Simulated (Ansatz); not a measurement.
**AlN (P6_3mc): a many-body input that goes wrong, and its mend**

A first try at the G0W0 gap of AlN (P6_3mc), what the program said, and an input that works.

Main program and level: Ansatz 0.2.0; G0W0 on PBE, plane waves, PAW.

The database entry behind the starting cell differs from later determinations by our own check (inner coordinate u about 0.002 short), so it need not match the best structure at ambient conditions.

### 1. The structure

Symmetry: P6_3mc, No. 186, hexagonal system. Conventional cell: a = 3.113 Å, b = 3.113 Å, c = 4.981 Å, α = 90.00°, β = 90.00°, γ = 120.00°. Nearest to Al lie 4 N at 1.89 Å. N has 4 Al at 1.89 Å nearest. Farther neighbours and most contacts between anions are not listed.

The cell and positions come from the Crystallography Open Database and are kept as given unless a step says otherwise. The default PAW set here is soft_2. Its files were made with PBE.

### 2. First try

input.yaml reads:

```yaml
crystal:
  lattice:
    - [3.113, 0.0, 0.0]
    - [-1.5565, 2.695937082, 0.0]
    - [0.0, 0.0, 4.981]
  atoms:
    - { symbol: Al, position: [0.3333333333, 0.6666666667, 0.0] }
    - { symbol: Al, position: [0.6666666667, 0.3333333333, 0.5] }
    - { symbol: "N", position: [0.3333333333, 0.6666666667, 0.38] }
    - { symbol: "N", position: [0.6666666667, 0.3333333333, 0.88] }
kpoints:
  mp_grid: { grid: [6, 6, 2] }
hamiltonian:
  xc: pbe
scf:
  occupations: { method: fixed }
gw:
  n_empty_bands: 44
  ecut_chi: 60
  qp_bands: [v2, c2]
  qp_kpoints: [[0.137, 0.291, 0]]
  screening: { model: contour_deformation }
```

Run with:

```console
> ansatz run input.yaml --threads 2 --pin off --max-ram 92160MiB --backend cuda --events-out ev --progress --plain --runs-dir out --devices 1 --max-vram 13GiB  # rebuilt from the run's record
```

Numbers of over 12 decimals in the logs are rounded to 6 here.

The program printed:

```text
Error: invalid value for `gw.qp_kpoints`: the listed point [0.137, 0.291, 0.0] is no point of the k-mesh [6, 6, 2] (kpoints.mp_grid); the nearest is [0.166667, 0.333333, 0.0]
```

It took 0.08 s on 2 threads of AMD EPYC 7R13 (Zen 3), shared host; peak memory 0.1 GiB.

Q: What is the fault?

The input was rejected at the start.

The fault: point off the mesh. Quasiparticle levels are computed on points of the mesh alone.

### 3. A better input

Now the one-shot GW correction: screening in the RPA, then the self-energy of the levels asked for.

Changes to input.yaml since step 2:

```diff
@@ -11,3 +11,3 @@
 kpoints:
-  mp_grid: { grid: [6, 6, 2] }
+  mp_grid: { grid: [6, 6, 4] }
 hamiltonian:
@@ -20,3 +20,3 @@
   qp_bands: [v2, c2]
-  qp_kpoints: [[0.137, 0.291, 0]]
+  qp_kpoints: band_edges
   screening: { model: contour_deformation }
```

The program printed:

```text
GPUs: using 1 of 1 available (devices: 1).
[...]
device memory: the entry about to start is reckoned to put 0.5 GiB on a device that reports 63.9 GiB free (of which the cap on the GPU budget leaves the run 13.0 GiB)
GPU FFT provider: cuFFT
GPU libraries: cuBLAS 13.8.2, cuFFT 12.4.0, cuSOLVER 12.3.4
Crystal: 4 atoms, lattice volume = 41.803 Å³
Basis set: ecut = 420 eV, 809 PW (Γ)
Bands: 12, of which v1, the nominal top of the filled ones, is band 8 counted from 1 (7 counted from 0)
Symmetry: 12 space group operations
[...]
k-points: 21 of 144 (time reversal used)
[...]
GPU buffer pool allocated for 20736 grid points (all kernels)
GPU transforms: local potential and band sums: pruned to the plane-wave sphere, on 24×24×36
[...]
SCF iter   1: F=—  HF=-1848.496222 eV  |F-HF|=—  |Δ(HF+E_count)|=         —  Δρ=8.06e-4  dr2=1.23e-4  ethr=1.77e-3  ⟨swp⟩=4.5  Hψ=1407  notcnv=0  defer=34
[...]
0     7      6.9408   -21.7199     3.7030   -17.6741  0.7894     6.5969     6.5979  root
     0     8      7.1203   -21.7804     3.6631   -17.8147  0.7896     6.8168     6.8176  root
     0     9     11.3329    -9.7927    -3.6905   -14.4516  0.8236    12.3077    12.3012  root
     0    10     13.7887    -7.9298    -4.1641   -13.1978  0.8266    14.9024    14.8926  root
     1     7      6.8408   -21.7229     3.7285   -17.6303  0.7889     6.4755     6.4767  root
     1     8      6.8408   -21.7229     3.7285   -17.6303  0.7889     6.4755     6.4767  root
     1     9     12.2882   -10.1336    -3.6903   -14.9349  0.8172    13.4084    13.3991  root
     1    10     13.9058    -8.2242    -4.1783   -13.5428  0.8230    15.0569    15.0460  root
[...]
20     7      6.3424   -21.7357     3.8079   -17.4711  0.7858     5.8836     5.8857  root
    20     8      6.3424   -21.7357     3.8079   -17.4711  0.7858     5.8836     5.8857  root
    20     9     14.5526    -6.8562    -4.2340   -12.2093  0.8083    15.6848    15.6717  root
    20    10     14.5526    -6.8562    -4.2340   -12.2093  0.8083    15.6848    15.6717  root
[key lines of the parts left out:]
SCF converged after 6 iterations
Free energy (F): -1848.496645 eV
Fermi energy:    7.120255 eV
```

Elapsed: 12 s, on 1 × NVIDIA H100 80GB HBM3 (shared by 6 runs) with 2 threads; peak memory 1 GiB.

Reading the cycles: dr2 is the Hartree energy of the density residual (eV), the measure of convergence; HF is the Harris–Foulkes estimate of the energy, which meets the free energy F at convergence.

Numbers from this step:

| Property | Result |
| --- | --- |
| bands summed | 52 |
| RPA ε∞ on this mesh (eigenvalues) | 4.320, 4.320, 4.475 |
| plane waves in the screening matrix | 37 |
| q-points in the mesh | 144 |
| G0W0 gap on the mesh | 5.484 eV |
| k of the valence top | 0, 0, 0 |
| k of the conduction bottom | 0, 0, 0 |
| starting gap on the mesh | 4.213 eV |
| Z at the valence top | 0.7896 |
| Z at the conduction bottom | 0.8236 |
| least direct G0W0 gap on the computed points | 5.484 eV |

The gap on the mesh goes from 4.21 eV to 5.48 eV, a correction of +1.27 eV. Between the two edge states, bare exchange in place of the xc potential would open the gap by 8.62 eV, and correlation takes back 7.35 eV.

### 4. Outcome

```json
{
  "first try": "refused after 0.08 s",
  "better run": "G0W0 gap on the mesh 5.48 eV (6×6×4 mesh, 44 empty bands, screening to 60 eV)"
}
```

**Reading.** The second run differs in: mesh and points asked. Bands and cutoff are finite, so the gap is not at the basis limit. The miss can reach some tenths of an eV and take either sign; the mesh is an error of its own.

[Paths, hosts, dates, memory and timing lines, banners, echoed tables and standing remarks are left out of the program output.]

[Logs are printed without paths, hosts, clocks, repeated set-up lines and the standing remarks that a program may print on its own settings, such as how far it seeks lower states.]

[Runs of the session that timed out or met a known fault of the program may be left out.]

[Cells called generated may have been cut or substituted from an entry of the Crystallography Open Database or the Materials Project.]

[Hosts, paths, dates, database ids (printed as entryN), source tags and the programs' standing remarks are cut or masked in the printed files.]
